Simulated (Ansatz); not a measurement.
# 1T-TiO2 monolayer in a perpendicular field, part 4 of 4

What dipole does a perpendicular field induce in the 1T-TiO2 monolayer, and does the gap follow? A positive field points along +c.

Ansatz 0.2.0; plane-wave DFT, RPBE-D3(BJ), Ansatz PAW (the session's first sound run).

So far. Step 11 (Relaxing in the field, field -0.1 V/Å): The dipole is -0.0141 e·Å, and the gap on the mesh 2.941 eV. Step 12 (Response, atoms relaxed): The induced dipole is that of a conductor 3.45 Å thick.

## Step 13: Varying the input (continued)

Level of this step: plane-wave DFT, RPBE-D3(BJ), Ansatz PAW, but for the change named below (Ansatz).

Deep bands are left out, so band numbers here count from the lowest band kept and differ from the log's. The electronic bands at the labelled points (eV, zero at the Fermi level of the run, which the smearing sets inside the gap; # counts the bands kept):

```tsv
point	up #5	up #6	up #7	up #8	down #5	down #6	down #7	down #8
Γ	-1.63	-1.63	1.49	1.49	-1.63	-1.63	1.49	1.49
halfway	-2.43	-1.57	1.75	2.39	-2.43	-1.57	1.75	2.39
M	-2.58	-2.23	1.58	2.66	-2.58	-2.23	1.58	2.66
halfway	-3.11	-2.32	1.82	2.69	-3.11	-2.32	1.82	2.69
K	-3.05	-2.63	1.86	2.77	-3.05	-2.63	1.86	2.77
halfway	-3.00	-1.57	2.17	2.22	-3.00	-1.57	2.17	2.22
Γ	-1.63	-1.63	1.49	1.49	-1.63	-1.63	1.49	1.49
```

```tsv
quantity	this run	earlier run	difference
dipole along the normal (e·Å)	0.003752	0.003758	-5.9e-6
gap along the path (eV)	3.029	2.915	0.11
gap on the k-mesh (eV)	3.034	2.919	0.11
```

What moves beyond 0.01 in its unit (for the dipole 0.5 % and 5e-5 e·Å): gap along the path (+0.114 eV) and gap on the k-mesh (+0.114 eV).

## Step 14: The same run with other settings: efield.amplitude = -0.1

This step: plane-wave DFT, RPBE-D3(BJ), Ansatz PAW (Ansatz 0.2.0).

Another changed input: it repeats the earlier run at 0.03 V/Å with efield.amplitude from 0.03 to -0.1.

Input file input.yaml:

```yaml
crystal:
  lattice:
    - [2.9217629395, 0.0, 0.0]
    - [-1.4608814697, 2.5303209294, 0.0]
    - [0.0, 0.0, 19.9961294729]
  atoms:
    - { symbol: O, position: [0.6666666667, 0.3333333333, 0.4500871037] }
    - { symbol: Ti, position: [0.0, 0.0, 0.5] }
    - { symbol: O, position: [0.3333333333, 0.6666666667, 0.5499128963] }
kpoints:
  mp_grid: { grid: [18, 18, 1] }
  band_path:
    path: [[0, 0, 0], [0.5, 0, 0], [0.33333333, 0.33333333, 0], [0, 0, 0]]
    npoints: 16
hamiltonian:
  xc: rpbe
  dispersion: d3bj
scf:
  occupations: { method: fermi_dirac, width: 0.02585 }
  convergence: { dr2_threshold: 1.0e-10 }
efield:
  axis: 3
  dipole_correction: true
  ramp_position: 0.97
  ramp_width: 0.06
  amplitude: -0.1
output:
  write_potential: true
  write_density: true
  volumetric_format: npy
```

Started as:

```console
ansatz run input.yaml --threads 2 --pin off --max-ram 3072MiB --backend cpu --events-out ev --progress --plain --runs-dir out
```

Numbers of over 12 decimals in the logs are rounded to 6 here.

Log:

```text
[...]
Crystal: 3 atoms, lattice volume = 147.831 Å³
Basis set: ecut = 420 eV, 2875 PW (Γ)
Bands: 16, of which v1, the nominal top of the filled ones, is band 12 counted from 1 (11 counted from 0)
Symmetry: 6 space group operations
k-points: 37 of 324 (time reversal used)
[...]
SCF iter   1: F=—  HF=-3653.134073 eV  |F-HF|=—  |Δ(HF+E_count)|=         —  Δρ=1.06e-1  dr2=1.75e1  ethr=3.10e-3  p=-0.017 e·Å  D=-2.03e-2 V/Å  ΔV_dip=0.41 eV  dr2_dipole=9.97e-5  V_vac-E_F(+/−)=8.99/10.33 eV  ⟨swp⟩=7.7  Hψ=3667  notcnv=0
[...]
SCF iter  13: F=-3648.859844 eV  HF=-3648.859844 eV  |F-HF|=4.55e-11  |Δ(HF+E_count)|=  4.32e-10  Δρ=3.40e-7  dr2=7.20e-11  ethr=1.00e-12  p=-0.013 e·Å  D=-1.53e-2 V/Å  ΔV_dip=0.31 eV  dr2_dipole=5.65e-13  V_vac-E_F(+/−)=6.15/7.59 eV  ⟨swp⟩=4.0  Hψ=2935  notcnv=0
SCF 1 converged in 13 iterations: F = -3648.859844 eV  dr2 = 7.20e-11
[...]
SCF converged after 13 iterations
Free energy (F): -3648.859844 eV
[...]
Internal energy: -3648.859844 eV  (E = F + TS)
E sigma→0 (E₀):  -3648.859844 eV
Fermi energy:    -3.328763 eV
Dipole field:    D = -0.015331 V/Å  (p = -0.012525 e·Å, saw-weighted, corrected)
Work function:   not extracted (applied field tilts the vacuum); planar V_es + V_field profile in the machine report
[...]
--- Band table (eV; the first three rows and the last of 37) ---
  k-point 0: bands = [... 8 lower, -8.2900, -5.4649, -4.8956, -4.8956, -1.8929, -1.8929, -0.2191, 2.2545]
  k-point 1: bands = [... 8 lower, -8.2577, -5.3935, -5.0614, -4.9701, -1.8502, -1.8108, -0.2285, 2.1344]
  k-point 2: bands = [... 8 lower, -8.1656, -5.5380, -5.1739, -5.1601, -1.7585, -1.6007, -0.2571, 1.8695]
  k-point 36: bands = [... 8 lower, -7.4824, -6.3417, -6.3181, -5.8824, -1.5421, -0.5798, -0.5776, 1.8759]
```

It took 6.7 s on 2 threads of Intel Xeon 6975P-C (Granite Rapids), shared host; peak memory 0.43 GiB; 12 s of CPU time.

This step gave:

| Quantity | Value |
| --- | --- |
| gap on the k-mesh | 2.919 eV |
| dipole along the normal | -0.01253 e·Å |
| gap along the path | 2.915 eV |
| gap, the smaller of path and mesh | 2.915 eV |

Electronic bands along the path, in eV, zero at the Fermi level of the run, which the smearing sets inside the gap:

```tsv
point	band 9	band 10	band 11	band 12	band 13	band 14	band 15	band 16
Γ	-4.96	-2.14	-1.57	-1.57	1.44	1.44	3.11	5.58
halfway	-4.46	-3.58	-2.38	-1.52	1.73	2.34	2.93	4.73
M	-4.00	-3.33	-2.50	-2.17	1.53	2.62	2.75	5.32
halfway	-3.43	-3.39	-3.06	-2.26	1.76	2.66	2.71	5.30
K	-4.15	-3.01	-2.99	-2.55	1.79	2.75	2.75	5.20
halfway	-4.29	-3.39	-2.95	-1.51	2.12	2.20	2.87	4.92
Γ	-4.96	-2.14	-1.57	-1.57	1.44	1.44	3.11	5.58
```

The electronic bands as a text plot (rows in eV, shown from -6.0 to 4.7 only):

```
    4.5 |          +
    4.1 |
    3.6 |
    3.2 |++++++++++                                    ++++++++++
    2.7 |          ++++++++++++++++++++++++++++++++++++
    2.3 |       +++++                           +++++++
    1.8 |   ++++++++++++++      ++++++++++++++++       ++++++
    1.4 |++++++           ++++++                            +++++
    0.9 |
    0.5 |
    0.0 |
   -0.4 |
   -0.8 |
   -1.3 |                                           *****
   -1.7 |****************                       ****     ********
   -2.2 |***********     *************      ****         ********
   -2.6 |      *    **************    ******          ******
   -3.1 |       *         **      ***********************
   -3.5 |        *********  *********          *******
   -4.0 |                 ******     ***************
   -4.4 |        *****************                  *****
   -4.9 |********                 ******************** **********
   -5.3 |***************            ***      ***    ******** ****
   -5.8 |               ************
         Γ                   M           K                      Γ
```

```tsv
quantity	this run	earlier run	difference
dipole along the normal (e·Å)	-0.01253	0.003758	-0.016
gap along the path (eV)	2.915	2.915	-9.0e-6
smallest direct gap along the path (eV)	3.003	3.003	1.1e-5
gap on the k-mesh (eV)	2.919	2.919	-7.4e-6
```

The applied field differs, and the slope found earlier predicts a dipole of -0.0125 e·Å; this run gives -0.0125 e·Å, in line with it.

## Step 15: Outcome

* gap without field: 2.91 eV
* ionisation energy, upper face: 8.34 eV
* electron affinity, upper face: 5.43 eV
* equivalent conductor thickness, atoms held: 3.07 Å
* equivalent conductor thickness, atoms relaxed: 3.45 Å

In words: The induced dipole equals that of a perfect conductor 3.07 Å thick, while the outer atoms lie 2.00 Å apart; an out-of-plane ε follows only once a thickness t is chosen, by 1 − 1/ε = 3.07 Å / t. The gap stays within 0.01 eV of 2.91 eV over the fields run, up to 0.25 V/Å in size. Letting the atoms follow the field adds 0.38 Å to the equivalent conductor thickness: the ionic part of the response. Semilocal functionals give gaps that are too small, and excitons are not included. RPBE with D3(BJ) overbinds, and the relaxed cell is some per cent too small. With this functional, D3(BJ) tends to leave the relaxed cell short of measured lattice constants, by some per cent.

[Logs are printed without paths, hosts, clocks, repeated set-up lines and the standing remarks that a program may print on its own settings, such as how far it seeks lower states.]

[Hosts, paths, dates, database ids (printed as entryN), source tags and the programs' standing remarks are cut or masked in the printed files.]

[Maps of the electrostatic potential energy from Ansatz leave out the sawtooth potential of an applied field or a dipole correction, so their vacuum need not be flat; planar profiles and work functions include it.]
